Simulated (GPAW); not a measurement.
# A Bi chain with one bond drawn out by 0.6 Å: converging a transmission, part 2 of 3

Wanted: a convergence study of zero-bias transport through a Bi chain with one bond drawn out by 0.6 Å, with run times.

GPAW 26.7.0; GPAW LCAO, PAW setups; Landauer transmission from Green's functions with principal layers (ASE), zero bias.

So far, transmission at the Fermi level (one spin): step 2 (base settings) 2.14; step 4 (broadening 0.001 eV) 2.13; step 5 (broadening 0.01 eV) 1.97; step 6 (broadening 0.05 eV) 1.43; step 8 (grid spacing 0.3 Å) 2.14.

## (9) Varying the grid spacing

Input file run.py:

```python
import json
import numpy as np
from ase import Atoms
from ase.transport.calculators import TransportCalculator
from gpaw import GPAW, FermiDirac
from gpaw.lcao.tools import get_lcao_hamiltonian
from scipy.linalg import eigh

# The junction with lead layers at both ends, along the third cell vector
device = Atoms(
    ['Bi', 'Bi', 'Bi', 'Bi', 'Bi', 'Bi', 'Bi', 'Bi'],
    positions=[
        [4.50000, 4.50000, 1.45000],
        [4.50000, 4.50000, 4.35000],
        [4.50000, 4.50000, 7.25000],
        [4.50000, 4.50000, 10.15000],
        [4.50000, 4.50000, 13.65000],
        [4.50000, 4.50000, 16.55000],
        [4.50000, 4.50000, 19.45000],
        [4.50000, 4.50000, 22.35000]],
    cell=[[9.0, 0.0, 0.0], [0.0, 9.0, 0.0], [0.0, 0.0, 23.8]],
    pbc=True)

# One principal layer of the lead: the first 2 atoms of the device
lead = Atoms(
    ['Bi', 'Bi'],
    positions=[
        [4.50000, 4.50000, 1.45000],
        [4.50000, 4.50000, 4.35000]],
    cell=[[9.0, 0.0, 0.0], [0.0, 9.0, 0.0], [0.0, 0.0, 5.8]],
    pbc=True)

settings = dict(mode='lcao', basis='dzp', xc='LDA', h=0.26,
                occupations=FermiDirac(0.1), maxiter=250,
                mixer=dict(beta=0.1, nmaxold=8, weight=100.0),
                convergence=dict(density=0.0001))
energies = np.arange(-3, 3 + 1e-9, 0.075)
eta = 0.0001
n1, n2 = 1, 1
# k and -k transmit alike, so half of the mesh across the current serves
mesh = [(i, j) for i in range(n1) for j in range(n2) if (i, j) <= (-i % n1, -j % n2)]
weights = np.array([1 if (i, j) == (-i % n1, -j % n2) else 2 for i, j in mesh]) / (n1 * n2)

# [... helper functions left out ...]
fermi_lead = ground_state(lead, (1, 1, 19), 'lead.txt')
fermi_device = ground_state(device, (1, 1, 3), 'device.txt')
# [... loop over the mesh left out, but for ...]
        # Shift the lead onto the potential of the device's first layer
        shift = ((H[:, 0, 0] - H0[:, 0, 0]) / S0[0, 0]).real.mean()
# [...]
kT = 8.617333e-5 * 300
bias = [0.1, 0.2, 0.5, 1.0, 1.5, 2.0]
# [... integrals and printing left out ...]
```

Started as:

```bash
$ OMP_NUM_THREADS=1 OPENBLAS_NUM_THREADS=1 python run.py
```

The program printed:

```text
basis functions: device 184, principal layer 46
Fermi level: lead -3.1151 eV, device -3.1333 eV; lead shifted by -0.0238 eV
largest coupling past the next layer 5.86e-06 eV, largest misfit of the first layer 0.034 eV
  E-E_F (eV)   T (one spin)  [channel counts left out]
    -3.000    5.6779e-01
    -2.925    5.8726e-01
    -2.850    6.0487e-01
    -2.775    6.2093e-01
    -2.700    6.3567e-01
    -2.625    6.4930e-01
    -2.550    6.6197e-01
    -2.475    6.7380e-01
    -2.400    6.8490e-01
    -2.325    6.9534e-01
    -2.250    7.0520e-01
    -2.175    7.1452e-01
    -2.100    7.2335e-01
    -2.025    7.3172e-01
    -1.950    7.3967e-01
    -1.875    7.4721e-01
[...]
2.475    8.4474e-01
     2.550    8.4458e-01
     2.625    8.4437e-01
     2.700    8.4412e-01
     2.775    8.4381e-01
     2.850    8.4346e-01
     2.925    8.4305e-01
     3.000    8.4257e-01
conductance at 300 K: 2.1401 G0 a cell; thermopower -0.4944 uV/K
current from the zero-bias T(E) at 0.1 V: 16.578 uA
current from the zero-bias T(E) at 0.2 V: 33.138 uA
current from the zero-bias T(E) at 0.5 V: 82.516 uA
current from the zero-bias T(E) at 1.0 V: 162.72 uA
current from the zero-bias T(E) at 1.5 V: 238.6 uA
current from the zero-bias T(E) at 2.0 V: 308.88 uA
```

Elapsed: 17 s, on 1 thread of Intel Xeon Platinum 8488C (Sapphire Rapids), shared host; peak memory 0.49 GiB.

Numbers from this step:

| Quantity | Value |
| --- | --- |
| largest misfit of the first principal layer | 0.03447 eV |
| shift that aligns the lead | -0.02383 eV |
| transmission at the Fermi level (one spin) | 2.142 |

One spin. Table of transmission, zone mean by energy, zero at the Fermi level:

energy (eV), transmission, zone mean and a bar from the least value:
```
    -3.00       0.57 
    -2.85       0.60 #
    -2.70       0.64 #
    -2.55       0.66 ##
    -2.33       0.70 ##
    -2.17       0.71 ###
    -2.02       0.73 ###
    -1.88       0.75 ###
    -1.73       0.76 ####
    -1.57       0.77 ####
    -1.35       0.98 ########
    -1.20       1.26 #############
    -1.05       1.44 #################
    -0.90       1.58 ###################
    -0.75       1.72 ######################
    -0.60       1.85 ########################
    -0.38       2.01 ###########################
    -0.23       2.08 #############################
    -0.07       2.13 ##############################
     0.00       2.14 ##############################
     0.07       2.15 ##############################
     0.15       2.15 ##############################
     0.23       2.15 ##############################
     0.38       2.14 ##############################
     0.60       2.10 #############################
     0.75       2.06 ############################
     0.90       2.02 ###########################
     1.05       1.96 ##########################
     1.20       1.88 #########################
     1.35       1.77 #######################
     1.57       1.48 #################
     1.73       0.98 ########
     1.88       0.85 #####
     2.02       0.85 #####
     2.17       0.85 #####
     2.33       0.84 #####
     2.55       0.84 #####
     2.70       0.84 #####
     2.85       0.84 #####
     3.00       0.84 #####
```

Not self-consistent under bias; the bias window is split evenly. The current through one cell, from the zero-bias transmission by bias:

| bias (V) | current through one cell, from the zero-bias transmission (μA) |
| --- | --- |
| 0.100 | 16.6 |
| 0.200 | 33.1 |
| 0.500 | 82.5 |
| 1.000 | 163 |
| 1.500 | 239 |
| 2.000 | 309 |

The conductance equals that of the base run to 0.2 %.

## (10) Grid spacing: h = 0.22

Edit run.py of step 9 so:

```diff
@@ -32,3 +32,3 @@
 
-settings = dict(mode='lcao', basis='dzp', xc='LDA', h=0.26,
+settings = dict(mode='lcao', basis='dzp', xc='LDA', h=0.22,
                 occupations=FermiDirac(0.1), maxiter=250,
```

The program printed:

```text
basis functions: device 184, principal layer 46
Fermi level: lead -3.1147 eV, device -3.1331 eV; lead shifted by -0.0238 eV
largest coupling past the next layer 5.86e-06 eV, largest misfit of the first layer 0.035 eV
  E-E_F (eV)   T (one spin)  [channel counts left out]
    -3.000    5.6777e-01
    -2.925    5.8723e-01
    -2.850    6.0482e-01
[...]
2.925    8.4306e-01
     3.000    8.4258e-01
conductance at 300 K: 2.1403 G0 a cell; thermopower -0.4948 uV/K
current from the zero-bias T(E) at 0.1 V: 16.58 uA
current from the zero-bias T(E) at 0.2 V: 33.141 uA
current from the zero-bias T(E) at 0.5 V: 82.525 uA
current from the zero-bias T(E) at 1.0 V: 162.74 uA
current from the zero-bias T(E) at 1.5 V: 238.63 uA
current from the zero-bias T(E) at 2.0 V: 308.92 uA
```

Elapsed: 21 s, on 1 thread; peak memory 0.65 GiB.

The conductance equals that of the base run to 0.2 %.

## (11) Grid spacing: h = 0.16

Edit run.py of step 10 so:

```diff
@@ -32,3 +32,3 @@
 
-settings = dict(mode='lcao', basis='dzp', xc='LDA', h=0.22,
+settings = dict(mode='lcao', basis='dzp', xc='LDA', h=0.16,
                 occupations=FermiDirac(0.1), maxiter=250,
```

The program printed:

```text
basis functions: device 184, principal layer 46
Fermi level: lead -3.1145 eV, device -3.1330 eV; lead shifted by -0.0239 eV
largest coupling past the next layer 5.86e-06 eV, largest misfit of the first layer 0.035 eV
  E-E_F (eV)   T (one spin)  [channel counts left out]
    -3.000    5.6798e-01
    -2.925    5.8744e-01
    -2.850    6.0502e-01
[...]
2.925    8.4308e-01
     3.000    8.4260e-01
conductance at 300 K: 2.1403 G0 a cell; thermopower -0.4942 uV/K
current from the zero-bias T(E) at 0.1 V: 16.58 uA
current from the zero-bias T(E) at 0.2 V: 33.141 uA
current from the zero-bias T(E) at 0.5 V: 82.526 uA
current from the zero-bias T(E) at 1.0 V: 162.74 uA
current from the zero-bias T(E) at 1.5 V: 238.64 uA
current from the zero-bias T(E) at 2.0 V: 308.93 uA
```

Wall time 55 s (1 thread); peak memory 1.5 GiB.

The conductance equals that of the base run to 0.2 %.

## (12) Grid spacing: h = 0.14

Edit run.py of step 11 so:

```diff
@@ -32,3 +32,3 @@
 
-settings = dict(mode='lcao', basis='dzp', xc='LDA', h=0.16,
+settings = dict(mode='lcao', basis='dzp', xc='LDA', h=0.14,
                 occupations=FermiDirac(0.1), maxiter=250,
```

The program printed:

```text
basis functions: device 184, principal layer 46
Fermi level: lead -3.1144 eV, device -3.1329 eV; lead shifted by -0.0239 eV
largest coupling past the next layer 5.86e-06 eV, largest misfit of the first layer 0.035 eV
  E-E_F (eV)   T (one spin)  [channel counts left out]
    -3.000    5.6801e-01
    -2.925    5.8747e-01
    -2.850    6.0504e-01
[...]
2.925    8.4311e-01
     3.000    8.4264e-01
conductance at 300 K: 2.1403 G0 a cell; thermopower -0.4947 uV/K
current from the zero-bias T(E) at 0.1 V: 16.58 uA
current from the zero-bias T(E) at 0.2 V: 33.141 uA
current from the zero-bias T(E) at 0.5 V: 82.526 uA
current from the zero-bias T(E) at 1.0 V: 162.74 uA
current from the zero-bias T(E) at 1.5 V: 238.64 uA
current from the zero-bias T(E) at 2.0 V: 308.93 uA
```

Run time: 73 s. Hardware: 1 thread; peak memory 2.1 GiB.

One spin. Transmission, zone mean against energy, zero at the Fermi level:

| energy (eV) | transmission, zone mean |
| --- | --- |
| -3.00 | 0.568 |
| -2.85 | 0.605 |
| -2.70 | 0.636 |
| -2.55 | 0.662 |
| -2.33 | 0.695 |
| -2.17 | 0.714 |
| -2.02 | 0.731 |
| -1.88 | 0.747 |
| -1.73 | 0.761 |
| -1.57 | 0.773 |
| -1.35 | 0.982 |
| -1.20 | 1.26 |
| -1.05 | 1.44 |
| -0.90 | 1.58 |
| -0.75 | 1.72 |
| -0.60 | 1.85 |
| -0.38 | 2.01 |
| -0.23 | 2.08 |
| -0.07 | 2.13 |
| 0.00 | 2.14 |
| 0.07 | 2.15 |
| 0.15 | 2.15 |
| 0.23 | 2.15 |
| 0.38 | 2.14 |
| 0.60 | 2.10 |
| 0.75 | 2.07 |
| 0.90 | 2.02 |
| 1.05 | 1.96 |
| 1.20 | 1.88 |
| 1.35 | 1.77 |
| 1.57 | 1.48 |
| 1.73 | 0.976 |
| 1.88 | 0.845 |
| 2.02 | 0.845 |
| 2.17 | 0.845 |
| 2.33 | 0.845 |
| 2.55 | 0.845 |
| 2.70 | 0.844 |
| 2.85 | 0.844 |
| 3.00 | 0.843 |

The conductance equals that of the base run to 0.2 %.

## (13) Convergence in the grid spacing

The runs and the base run on one axis.

This step: convergence of the conductance (GPAW 26.7.0).

The conductance stays at 2.14 G₀ for grid spacing from 0.14 to 0.3 Å.

## (14) Varying the smearing: width = 0.01

Smearing helps the SCF of a metal converge, but it blurs occupations at band edges near the Fermi level.

This step: GPAW LCAO, PAW setups; Landauer transmission from Green's functions with principal layers (ASE), zero bias (GPAW 26.7.0).

Edit run.py of step 12 so:

```diff
@@ -32,4 +32,4 @@
 
-settings = dict(mode='lcao', basis='dzp', xc='LDA', h=0.14,
-                occupations=FermiDirac(0.1), maxiter=250,
+settings = dict(mode='lcao', basis='dzp', xc='LDA', h=0.2,
+                occupations=FermiDirac(0.01), maxiter=250,
                 mixer=dict(beta=0.1, nmaxold=8, weight=100.0),
```

The program printed:

```text
basis functions: device 184, principal layer 46
Fermi level: lead -3.1155 eV, device -3.0349 eV; lead shifted by -0.0965 eV
largest coupling past the next layer 5.86e-06 eV, largest misfit of the first layer 0.020 eV
  E-E_F (eV)   T (one spin)  [channel counts left out]
    -3.000    5.8247e-01
    -2.925    6.0125e-01
    -2.850    6.1816e-01
    -2.775    6.3348e-01
    -2.700    6.4746e-01
    -2.625    6.6027e-01
    -2.550    6.7208e-01
    -2.475    6.8303e-01
    -2.400    6.9322e-01
    -2.325    7.0275e-01
    -2.250    7.1170e-01
    -2.175    7.2013e-01
    -2.100    7.2809e-01
    -2.025    7.3564e-01
    -1.950    7.4281e-01
    -1.875    7.4962e-01
[...]
2.475    8.4255e-01
     2.550    8.4235e-01
     2.625    8.4212e-01
     2.700    8.4187e-01
     2.775    8.4159e-01
     2.850    8.4128e-01
     2.925    8.4092e-01
     3.000    8.4053e-01
conductance at 300 K: 2.1363 G0 a cell; thermopower -0.1625 uV/K
current from the zero-bias T(E) at 0.1 V: 16.549 uA
current from the zero-bias T(E) at 0.2 V: 33.077 uA
current from the zero-bias T(E) at 0.5 V: 82.343 uA
current from the zero-bias T(E) at 1.0 V: 162.38 uA
current from the zero-bias T(E) at 1.5 V: 238.62 uA
current from the zero-bias T(E) at 2.0 V: 310.11 uA
```

The job ended after 24 s (1 thread; peak memory 0.82 GiB).

This step gave:

| Quantity | Value |
| --- | --- |
| conductance | 2.136 G₀ |
| largest misfit of the first principal layer | 0.02020 eV |
| shift that aligns the lead | -0.09653 eV |
| transmission at the Fermi level (one spin) | 2.138 |

One spin. Table of transmission, zone mean by energy, zero at the Fermi level:

energy (eV), transmission, zone mean and a bar from the least value:
```
    -3.00       0.58 
    -2.85       0.62 #
    -2.70       0.65 #
    -2.55       0.67 ##
    -2.33       0.70 ##
    -2.17       0.72 ###
    -2.02       0.74 ###
    -1.88       0.75 ###
    -1.73       0.76 ###
    -1.57       0.77 ####
    -1.35       1.13 ###########
    -1.20       1.35 ###############
    -1.05       1.54 ##################
    -0.90       1.68 #####################
    -0.75       1.80 ########################
    -0.60       1.91 ##########################
    -0.38       2.04 ############################
    -0.23       2.10 #############################
    -0.07       2.13 ##############################
     0.00       2.14 ##############################
     0.07       2.14 ##############################
     0.23       2.12 ##############################
     0.38       2.10 #############################
     0.60       2.05 ############################
     0.75       2.02 ############################
     0.90       1.99 ###########################
     1.05       1.94 ##########################
     1.20       1.85 ########################
     1.35       1.69 #####################
     1.57       1.19 ############
     1.73       0.84 #####
     1.88       0.84 #####
     2.02       0.84 #####
     2.17       0.84 #####
     2.33       0.84 #####
     2.55       0.84 #####
     2.70       0.84 #####
     2.85       0.84 #####
     3.00       0.84 #####
```

Not self-consistent under bias; the bias window is split evenly. The current through one cell, from the zero-bias transmission by bias:

| bias (V) | current through one cell, from the zero-bias transmission (μA) |
| --- | --- |
| 0.100 | 16.5 |
| 0.200 | 33.1 |
| 0.500 | 82.3 |
| 1.000 | 162 |
| 1.500 | 239 |
| 2.000 | 310 |

The conductance equals that of the base run to 0.2 %.

## (15) Varying the smearing: width = 0.03

Edit run.py of step 14 so:

```diff
@@ -33,3 +33,3 @@
 settings = dict(mode='lcao', basis='dzp', xc='LDA', h=0.2,
-                occupations=FermiDirac(0.01), maxiter=250,
+                occupations=FermiDirac(0.03), maxiter=250,
                 mixer=dict(beta=0.1, nmaxold=8, weight=100.0),
```

The program printed:

```text
basis functions: device 184, principal layer 46
Fermi level: lead -3.1155 eV, device -3.0823 eV; lead shifted by -0.0699 eV
largest coupling past the next layer 5.86e-06 eV, largest misfit of the first layer 0.028 eV
  E-E_F (eV)   T (one spin)  [channel counts left out]
    -3.000    5.7865e-01
    -2.925    5.9707e-01
    -2.850    6.1380e-01
    -2.775    6.2910e-01
    -2.700    6.4318e-01
    -2.625    6.5623e-01
    -2.550    6.6836e-01
    -2.475    6.7970e-01
    -2.400    6.9035e-01
    -2.325    7.0037e-01
    -2.250    7.0982e-01
    -2.175    7.1876e-01
    -2.100    7.2724e-01
    -2.025    7.3527e-01
    -1.950    7.4290e-01
    -1.875    7.5014e-01
[...]
2.475    8.4322e-01
     2.550    8.4301e-01
     2.625    8.4276e-01
     2.700    8.4248e-01
     2.775    8.4216e-01
     2.850    8.4179e-01
     2.925    8.4138e-01
     3.000    8.4091e-01
conductance at 300 K: 2.1322 G0 a cell; thermopower -0.3365 uV/K
current from the zero-bias T(E) at 0.1 V: 16.518 uA
current from the zero-bias T(E) at 0.2 V: 33.019 uA
current from the zero-bias T(E) at 0.5 V: 82.255 uA
current from the zero-bias T(E) at 1.0 V: 162.46 uA
current from the zero-bias T(E) at 1.5 V: 238.77 uA
current from the zero-bias T(E) at 2.0 V: 309.75 uA
```

Elapsed: 25 s, on 1 thread; peak memory 0.82 GiB.

Numbers from this step:

```yaml
conductance: 2.132 G₀
largest_misfit_of_the_first_principal_layer: 0.02840 eV
shift_that_aligns_the_lead: -0.06992 eV
transmission_at_the_fermi_level_one_spin: 2.134
```

One spin. The transmission, zone mean by energy, zero at the Fermi level:

energy (eV), transmission, zone mean and a bar from the least value:
```
    -3.00       0.58 
    -2.85       0.61 #
    -2.70       0.64 #
    -2.55       0.67 ##
    -2.33       0.70 ##
    -2.17       0.72 ###
    -2.02       0.74 ###
    -1.88       0.75 ###
    -1.73       0.76 ####
    -1.57       0.78 ####
    -1.35       1.08 ##########
    -1.20       1.32 ##############
    -1.05       1.49 ##################
    -0.90       1.64 ####################
    -0.75       1.77 #######################
    -0.60       1.89 #########################
    -0.38       2.03 ############################
    -0.23       2.09 #############################
    -0.07       2.12 ##############################
     0.00       2.13 ##############################
     0.07       2.14 ##############################
     0.15       2.14 ##############################
     0.23       2.14 ##############################
     0.38       2.12 ##############################
     0.60       2.08 #############################
     0.75       2.05 ############################
     0.90       2.00 ###########################
     1.05       1.94 ##########################
     1.20       1.86 #########################
     1.35       1.73 ######################
     1.57       1.34 ###############
     1.73       0.84 #####
     1.88       0.84 #####
     2.02       0.84 #####
     2.17       0.84 #####
     2.33       0.84 #####
     2.55       0.84 #####
     2.70       0.84 #####
     2.85       0.84 #####
     3.00       0.84 #####
```

Not self-consistent under bias; the bias window is split evenly. The current through one cell, from the zero-bias transmission by bias:

| bias (V) | current through one cell, from the zero-bias transmission (μA) |
| --- | --- |
| 0.100 | 16.5 |
| 0.200 | 33.0 |
| 0.500 | 82.3 |
| 1.000 | 162 |
| 1.500 | 239 |
| 2.000 | 310 |

The conductance, 2.13 G₀, lies 0.4 % below that of the base run.

## (16) Smearing: width = 0.2

Edit run.py of step 15 so:

```diff
@@ -33,3 +33,3 @@
 settings = dict(mode='lcao', basis='dzp', xc='LDA', h=0.2,
-                occupations=FermiDirac(0.03), maxiter=250,
+                occupations=FermiDirac(0.2), maxiter=250,
                 mixer=dict(beta=0.1, nmaxold=8, weight=100.0),
```

The program printed:

```text
basis functions: device 184, principal layer 46
Fermi level: lead -3.1027 eV, device -3.1300 eV; lead shifted by -0.0076 eV
largest coupling past the next layer 5.86e-06 eV, largest misfit of the first layer 0.027 eV
  E-E_F (eV)   T (one spin)  [channel counts left out]
    -3.000    5.6114e-01
    -2.925    5.8147e-01
    -2.850    5.9983e-01
[...]
2.925    8.4102e-01
     3.000    8.4057e-01
conductance at 300 K: 2.1187 G0 a cell; thermopower -0.5623 uV/K
current from the zero-bias T(E) at 0.1 V: 16.413 uA
current from the zero-bias T(E) at 0.2 V: 32.81 uA
current from the zero-bias T(E) at 0.5 V: 81.747 uA
current from the zero-bias T(E) at 1.0 V: 161.53 uA
current from the zero-bias T(E) at 1.5 V: 237.49 uA
current from the zero-bias T(E) at 2.0 V: 308.03 uA
```

Run time: 25 s. Hardware: 1 thread; peak memory 0.81 GiB.

One spin. The transmission, zone mean by energy, zero at the Fermi level:

energy (eV), transmission, zone mean and a bar from the least value:
```
  -3.0000       0.56 
  -2.7750       0.62 #
  -2.4750       0.67 ##
  -2.2500       0.70 ###
  -2.0250       0.73 ###
  -1.7250       0.76 ####
  -1.5000       0.78 ####
  -1.2750       1.12 ###########
  -0.9750       1.51 ##################
  -0.7500       1.73 ######################
  -0.5250       1.90 ##########################
  -0.2250       2.06 #############################
   0.0000       2.12 ##############################
   0.2250       2.14 ##############################
   0.5250       2.11 ##############################
   0.7500       2.07 #############################
   0.9750       2.00 ###########################
   1.2750       1.84 ########################
   1.5000       1.61 ####################
   1.7250       1.01 #########
   2.0250       0.84 #####
   2.2500       0.84 #####
   2.4750       0.84 #####
   2.7750       0.84 #####
   3.0000       0.84 #####
```

The conductance, 2.12 G₀, lies 1.0 % below that of the base run.

(Part 2 of 3 ends here.)

[Logs are printed without paths, hosts, clocks, repeated set-up lines and the standing remarks that a program may print on its own settings, such as how far it seeks lower states.]

[Hosts, paths, dates, database ids (printed as entryN), source tags and the programs' standing remarks are cut or masked in the printed files.]
